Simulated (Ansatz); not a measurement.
**How MgO (Periclase) absorbs and reflects light**

Aim: the dielectric function of MgO (Periclase), and the optical constants that follow from it. The cell comes from an older database entry, whose edges can differ from later determinations, mostly by under a per cent.

Program: Ansatz 0.2.0. Level of theory: DFT, PBE, plane-wave PAW, default files, scalar-relativistic, independent-particle optical response without local fields. Values are calculated unless marked as measured.

The database entry behind the starting cell differs from other determinations of this structure, so it need not match the best structure at room temperature.

## 1. The structure

The structure is cubic, space group Fm-3m (No. 225). Conventional cell: a = 4.217 Å, b = 4.217 Å, c = 4.217 Å, α = 90.00°, β = 90.00°, γ = 90.00°. Mg has 6 O at 2.11 Å nearest. Nearest to O lie 6 Mg at 2.11 Å. Farther neighbours, and contacts between anions beyond the nearest, are not listed.

Structure file:

```cif
data_structure
_symmetry_space_group_name_H-M 'P 1'
_symmetry_Int_Tables_number 1
_cell_length_a 2.9819
_cell_length_b 2.9819
_cell_length_c 2.9819
_cell_angle_alpha 60.000
_cell_angle_beta 60.000
_cell_angle_gamma 60.000
_cell_volume 18.75
loop_
_atom_site_label
_atom_site_type_symbol
_atom_site_fract_x
_atom_site_fract_y
_atom_site_fract_z
_atom_site_occupancy
Mg1 Mg 0.00000 0.00000 0.00000 1
O2 O 0.50000 0.50000 0.50000 1
```

## 2. Ground state and bands

The self-consistent density comes first; it also tells whether there is a gap, which decides the occupations and the need for a Drude term.

This step: DFT, PBE, plane-wave PAW, default files, scalar-relativistic, ground state (Ansatz 0.2.0).

File input.yaml:

```yaml
crystal:
  lattice:
    - [0.0, 2.1085, 2.1085]
    - [2.1085, 0.0, 2.1085]
    - [2.1085, 2.1085, 0.0]
  atoms:
    - { symbol: Mg, position: [0.0, 0.0, 0.0] }
    - { symbol: O, position: [0.5, 0.5, 0.5] }
kpoints:
  mp_grid: { grid: [9, 9, 9] }
  band_path:
    path:
      - [[0.0, 0.0, 0.0], [0.5, 0.0, 0.5], [0.5, 0.25, 0.75], [0.375, 0.375, 0.75], [0.0, 0.0, 0.0], [0.5, 0.5, 0.5], [0.625, 0.25, 0.625], [0.5, 0.25, 0.75], [0.5, 0.5, 0.5], [0.375, 0.375, 0.75]]
      - [[0.625, 0.25, 0.625], [0.5, 0.0, 0.5]]
    npoints: 7
scf:
  occupations: { method: fermi_dirac, width: 0.05 }
  n_extra_bands: 6
hamiltonian:
  xc: pbe
  pseudopotentials: { kind: paw }
output:
  forces: true
  stress: true
  populations: true
  write_bands: true
  write_density: true
  write_potential: true
  elf: true
  volumetric_format: npy
```

On the command line:

```bash
ansatz run input.yaml --threads 4 --pin off --max-ram 8192MiB --backend cpu --events-out ev --progress --plain --runs-dir out
```

The program printed:

```text
scf.n_extra_bands = 6 over 8 filled bands (N_el = 16.0): the run solves 14 bands
Engine: ansatz 0.2.0, aarch64-unknown-linux-gnu
Pseudopotentials: kind: paw
Pseudopotential: Mg, paw, valence charge 10, recommended cutoff 420 eV (normal), Mg.paw.azcp
Pseudopotential: O, paw, valence charge 6, recommended cutoff 420 eV (normal), O.paw.azcp
Functional definition: PBE
  parameter kappa = 0.804
  parameter beta = 0.066725
  exchange = pbe_x(kappa = kappa, mu = beta*pi^2/3)
  correlation = pbe_c(beta = beta)
Crystal: 2 atoms, lattice volume = 18.748 Å³
Basis set: ecut = 420 eV, 339 PW (Γ), exchange–correlation on 40×40×40 points (8 copies of the dense FFT grid, shifted against one another)
Bands: 14, of which v1, the nominal top of the filled ones, is band 8 counted from 1 (7 counted from 0)
Symmetry: 48 space group operations
Space group: Fm-3m (ITA 225), of the structure as read, at distance tolerance 2.7e-5 Å
k-points: 35 of 729
Non-local potential: Mg, projectors of the file, l = 0: 3, l = 1: 2, l = 2: 1
Non-local potential: O, projectors of the file, l = 0: 2, l = 1: 2, l = 2: 1
PAW form: soft (Blöchl's): semilocal exchange-correlation on the pseudo side does not see the compensation charge
PAW one-centre angular grid: Mg, 110 points (default); XC on 64 Gauss nodes
PAW one-centre angular grid: O, 110 points (default); XC on 64 Gauss nodes
Initial density: superposition of atomic densities (neutral atoms: chi_scale 0, normalization atom), corrected by the library's trained network
Initial wavefunctions: pseudopotential atomic-orbital guess
Functional: x = pbe(κ = 0.804, μ = 0.219515), c = pbe(β = 0.066725)
SCF iter   1: F=—  HF=-2494.132515 eV  |F-HF|=—  |Δ(HF+E_count)|=         —  Δρ=6.07e-4  dr2=1.32e-5  ethr=1.77e-3  ⟨swp⟩=5.5  Hψ=2674  notcnv=0  defer=12
preconditioner: auto → none  [insulator: Δε(μ)=4.708 eV  Ē_g=21.210 eV  σ=0.050 eV  W_gap=1.00  n_scr=8 (ndim 8)  ℏωp=24.3 eV  f_vac=0.000  D(μ)=0.00/eV (n_scr^D=0)  ε∞_Penn≈2.3]
SCF iter   2: F=—  HF=-2494.132764 eV  |F-HF|=—  |Δ(HF+E_count)|=   2.50e-4  Δρ=4.18e-4  dr2=1.52e-5  ethr=8.27e-8  ⟨swp⟩=3.1  Hψ=1196  notcnv=0  defer=23
SCF iter   3: F=—  HF=-2494.132781 eV  |F-HF|=—  |Δ(HF+E_count)|=   1.64e-5  Δρ=2.52e-4  dr2=4.90e-6  ethr=8.27e-8  ⟨swp⟩=1.3  Hψ=492  notcnv=0  defer=23
SCF iter   4: F=—  HF=-2494.132800 eV  |F-HF|=—  |Δ(HF+E_count)|=   1.94e-5  Δρ=5.41e-5  dr2=3.02e-7  ethr=3.06e-8  ⟨swp⟩=2.0  Hψ=594  notcnv=0  defer=23
iter 5 did not close the SCF: its close was put off for the readings that it lacked (scf_convergence_deferred on its scf_iter line)
SCF iter   5: F=-2494.132800 eV  HF=-2494.132800 eV  |F-HF|=3.00e-8  |Δ(HF+E_count)|=   7.67e-8  Δρ=1.68e-5  dr2=3.05e-8  ethr=1.89e-9  ⟨swp⟩=2.2  Hψ=666  notcnv=0  defer=23
SCF iter   6: F=-2494.132800 eV  HF=-2494.132800 eV  |F-HF|=5.82e-9  |Δ(HF+E_count)|=   1.02e-8  Δρ=7.06e-6  dr2=5.73e-9  ethr=1.90e-10  ⟨swp⟩=7.7  Hψ=2715  notcnv=0
SCF 1 converged in 6 iterations: F = -2494.132800 eV  dr2 = 5.73e-9
  greatest PAW one-centre occupation: 1.000 electrons in one spin orbital (limit 2), on the Mg atom at site 0 (counted from 0), in its partial waves of l = 0
NSCF: frozen V_eff on 72 k-points
SCF converged after 6 iterations
Free energy (F): -2494.132800 eV
Harris-Foulkes:  -2494.132800 eV  (|F-HF|=5.82e-9)
Internal energy: -2494.132800 eV  (E = F + TS)
E sigma→0 (E₀):  -2494.132800 eV
Fermi energy:    10.495237 eV
--- Per-component energies (eV) ---
  E_band       = -293.272355
  E_kinetic    = 255.748189
  E_local      = -1604.634606  (includes V_loc(G=0)·N_el)
  E_nonlocal   = 142.808298
  E_hartree    = 555.153866
  E_xc         = -105.259716
  E_vxc        = -134.890028  (∫ρ·V_xc dr)
  E_paw        = -450.094475  (= ΣΔE_a)
  E_vpaw       = -62.612380  (= ΣTr[D̂ρ^β])
  E_aug_tail   = 0.002520  (compensation charges beyond the density's cutoff)
  E_ewald      = -1287.856876
  E_smearing   = -0.000000  (= −TS)
  E_closure    = 0.000000  (closes the sum)
  Σ components = -2494.132800   (vs F -2494.132800, Δ=0.00e0)
--- Forces (eV/Å), atoms counted from 1 ---
  atom   1  Mg    -0.00000000    -0.00000000     0.00000000
  atom   2  O      0.00000000    -0.00000000    -0.00000000
  max |Σ_I F_I| component: 9.70e-30 eV/Å
--- Stress (GPa, compression-positive) ---
        4.094653      -0.000000       0.000000
       -0.000000       4.094653       0.000000
       -0.000000       0.000000       4.094653
  P = ⅓ Tr σ = 4.0947 GPa (40.947 kbar)
--- Band table (eV; the first three rows and the last of 35) ---
  k-point 0: bands = [... 4 lower, -9.1430, 8.0914, 8.0914, 8.0914, 12.8004, 23.8927, 23.8927, 23.8927, ... 2 higher]
  k-point 1: bands = [... 4 lower, -9.0098, 7.3124, 8.0095, 8.0095, 13.5518, 22.4452, 24.1806, 24.1806, ... 2 higher]
  k-point 2: bands = [... 4 lower, -8.6528, 5.8216, 7.8106, 7.8106, 14.8770, 20.8871, 24.6845, 24.6845, ... 2 higher]
  k-point 34: bands = [... 4 lower, -7.5773, 4.8564, 5.4501, 6.4899, 19.4185, 19.6656, 20.3668, 23.9849, ... 2 higher]
--- Löwdin populations: 2 sites ---
  site symbol       q [e]
     0     Mg      8.4652
     1      O      7.3898
  spilling = 0.009066 (of n_electrons = 16.000000)
```

It took 1.1 s on 4 threads of Arm Neoverse V1, shared host; peak memory 0.26 GiB.

Reading the cycles: dr2 is the Hartree energy of the density residual (eV), the measure of convergence; HF is the Harris–Foulkes estimate of the energy, which meets the free energy F at convergence.

Read from the output:

| Quantity | Value |
| --- | --- |
| free energy | -2494.1328 eV |
| Fermi energy | 10.50 eV |
| gap by band count | 4.709 eV |
| electrons | 16 |
| symmetry operations | 48 |
| pressure | 4.095 GPa |
| gap on the k-mesh | 4.709 eV |
| volume | 18.75 Å³ |
| gap on the path | 4.709 eV |
| least direct gap on the path | 4.709 eV |

There is a gap, 4.71 eV on the path, so no carriers' term is needed. The cell is left with a pressure of 4.1 GPa, as it stands unrelaxed at this level.

Electronic bands along the path, in eV, zero at the Fermi level; v1 is the highest filled band, c1 the lowest empty one:

| point | v3 | v2 | v1 | c1 | c2 | c3 | c4 |
| --- | --- | --- | --- | --- | --- | --- | --- |
| Γ | -2.40 | -2.40 | -2.40 | 2.31 | 13.40 | 13.40 | 13.40 |
| 0.57 of the way | -5.40 | -3.28 | -3.28 | 6.21 | 8.24 | 12.29 | 15.38 |
| X | -6.44 | -3.74 | -3.74 | 6.74 | 7.55 | 10.67 | 16.54 |
| 0.57 of the way | -6.05 | -4.42 | -4.00 | 7.83 | 8.66 | 10.22 | 14.54 |
| W | -5.33 | -5.33 | -4.16 | 9.23 | 9.23 | 9.74 | 13.09 |
| 0.43 of the way | -5.68 | -5.08 | -3.92 | 8.41 | 9.53 | 9.79 | 13.79 |
| K | -5.86 | -5.09 | -3.54 | 7.69 | 9.35 | 10.11 | 15.70 |
| 0.43 of the way | -5.64 | -3.91 | -2.90 | 6.33 | 9.43 | 12.38 | 15.27 |
| Γ | -2.40 | -2.40 | -2.40 | 2.31 | 13.40 | 13.40 | 13.40 |
| 0.57 of the way | -5.51 | -2.81 | -2.81 | 4.97 | 9.97 | 14.25 | 14.25 |
| L | -6.99 | -3.05 | -3.05 | 5.49 | 10.17 | 13.91 | 13.91 |
| 0.43 of the way | -6.64 | -3.88 | -3.20 | 6.57 | 9.94 | 11.85 | 14.49 |
| U | -5.86 | -5.09 | -3.54 | 7.69 | 9.35 | 10.11 | 15.70 |
| 0.43 of the way | -5.76 | -5.08 | -3.78 | 8.13 | 9.45 | 9.93 | 14.22 |
| W | -5.33 | -5.33 | -4.16 | 9.23 | 9.23 | 9.74 | 13.09 |
| 0.43 of the way | -6.20 | -4.56 | -3.49 | 7.65 | 9.67 | 10.70 | 14.38 |
| L | -6.99 | -3.05 | -3.05 | 5.49 | 10.17 | 13.91 | 13.91 |
| 0.43 of the way | -6.64 | -3.88 | -3.20 | 6.57 | 9.94 | 11.85 | 14.49 |
| K | -5.86 | -5.09 | -3.54 | 7.69 | 9.35 | 10.11 | 15.70 |
| jump to U | -5.86 | -5.09 | -3.54 | 7.69 | 9.35 | 10.11 | 15.70 |
| 0.43 of the way | -6.25 | -4.31 | -3.67 | 7.20 | 8.23 | 10.46 | 16.06 |
| X | -6.44 | -3.74 | -3.74 | 6.74 | 7.55 | 10.67 | 16.54 |

The electronic bands as a text plot (rows in eV, shown from -7.0 to 8.3 only):

```
    8.0 |    ++    ++   +++                   +++            + +
    7.3 |      +++++       +                 +             ++ +++
    6.7 |       +++                         +        +    +     +
    6.1 |    ++             ++             +          +
    5.4 |                     +        ++++            +++
    4.8 |   +                         +
    4.2 |                      +     +
    3.5 |  +                        +
    2.9 | +                     ++ +
    2.2 |+                        +
    1.6 |
    1.0 |
    0.3 |
   -0.3 |
   -0.9 |
   -1.6 |
   -2.2 |**                     ****
   -2.9 | ***              ******* *********          ****
   -3.5 |  * ******     ***   *     *      ******   ****  *******
   -4.1 |          *****    ** *            *    *** *    **   *
   -4.8 |   *        *     *  *      *       *  *   *       * *
   -5.4 |    **      ****** **        *       ** ***         *
   -6.0 |      **  **   ** *           *     ****   *       ****
   -6.7 |        **                     *****        *******    *
         Γ       X    W  K        Γ      L     U  W     L   K|U X
```

ELF in the ac plane of the conventional cell at fractional y = 0.000, with atoms of Mg and O within 0.2 Å of it. It is the smooth field of the valence electrons, not physical close to the nuclei.

Values, 14 rows by 14 columns, each cell a mean:
```
0.32 0.38 0.17 0.23 0.68 0.80 0.65 0.55 0.75 0.79 0.48 0.12 0.29 0.35
0.32 0.23 0.07 0.19 0.57 0.77 0.80 0.80 0.81 0.71 0.38 0.09 0.14 0.29
0.13 0.10 0.08 0.13 0.33 0.57 0.68 0.70 0.64 0.46 0.20 0.08 0.09 0.12
0.50 0.46 0.32 0.15 0.13 0.19 0.23 0.24 0.21 0.14 0.10 0.20 0.38 0.48
0.80 0.76 0.62 0.32 0.08 0.07 0.17 0.20 0.14 0.06 0.14 0.46 0.71 0.79
0.69 0.78 0.76 0.46 0.10 0.23 0.38 0.36 0.33 0.14 0.21 0.64 0.81 0.75
0.40 0.69 0.80 0.50 0.13 0.32 0.32 0.25 0.36 0.20 0.24 0.70 0.80 0.55
0.55 0.75 0.79 0.48 0.12 0.29 0.35 0.32 0.38 0.17 0.23 0.68 0.80 0.65
0.80 0.81 0.71 0.38 0.09 0.14 0.29 0.32 0.23 0.07 0.19 0.57 0.77 0.80
0.70 0.64 0.46 0.20 0.08 0.09 0.12 0.13 0.10 0.08 0.13 0.33 0.57 0.68
0.24 0.21 0.14 0.10 0.20 0.38 0.48 0.50 0.46 0.32 0.15 0.13 0.19 0.23
0.20 0.14 0.06 0.14 0.46 0.71 0.79 0.80 0.76 0.62 0.32 0.08 0.07 0.17
0.36 0.33 0.14 0.21 0.64 0.81 0.75 0.69 0.78 0.76 0.46 0.10 0.23 0.38
0.25 0.36 0.20 0.24 0.70 0.80 0.55 0.40 0.69 0.80 0.50 0.13 0.32 0.32
```

Valence density in the ac plane of the conventional cell at fractional y = 0.000, with atoms of Mg and O within 0.2 Å of it. It is the smooth field of the valence electrons, not physical close to the nuclei.

Ten steps, logarithmic in the rise over the least value, from '0' (0 e/Å³) to '9' (26 e/Å³), each cell a mean:
```
97202466531158
53001345420025
10000122210001
11000001000001
33100023100123
65310378510245
76311599831256
65311589720246
54200255300134
22100011000012
10000011100000
31001233310002
85102456531037
98312567631159
```

(Part 1 of 2 ends here.)

[Long decimals in the printed logs are rounded to 6 places.]

[Logs are printed without paths, hosts, clocks, repeated set-up lines and the standing remarks that a program may print on its own settings, such as how far it seeks lower states.]

[Hosts, paths, dates, database ids (printed as entryN), source tags and the programs' standing remarks are cut or masked in the printed files.]

[Where the starting crystal was built by hand or by swapping elements, it need not be the compound's stable phase.]

[The count of steps not shown may lack steps that the program refused or didn't finish.]
